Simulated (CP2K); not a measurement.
Two runs for the N K edge of isocyanoacetylene. Run A: CP2K XAS_TDP, all-electron GAPW, PBEh(45%), aug-cc-pVTZ, TDA, no relativity. Run B differs in one setting.

First lines with a strength over 0.0015. A:

```csv
atom,energy (eV),states,"strength, one atom"
N2 (bonded to 2 C),396.77,2,0.0559
,400.74,1,0.0025
,400.96,2,0.0461
,401.71,1,0.0030
,402.24,1,0.0055
```

B:

```
              atom  energy (eV)  states  strength, one atom
N2 (bonded to 2 C)       400.29       2              0.0554
                         404.26       1              0.0024
                         404.48       2              0.0457
                         405.23       1              0.0030
                         405.76       1              0.0055
```

Question: Which was it: the basis, GW2X switched on, scalar relativity switched on, the functional?

GW2X switched on. GW2X shifts an atom's lines together and keeps their spacings. Against PBEh(45%) in aug-cc-pVTZ, the leading line moves by +3.52 eV, to 400.29 eV.

[Banner, clock and machine lines of the logs are left out without a mark of their own.]

[Logs are printed without paths, hosts, clocks, repeated set-up lines and the standing remarks that a program may print on its own settings, such as how far it seeks lower states.]

[Hosts, paths, dates, database ids (printed as entryN), source tags and the programs' standing remarks are cut or masked in the printed files.]
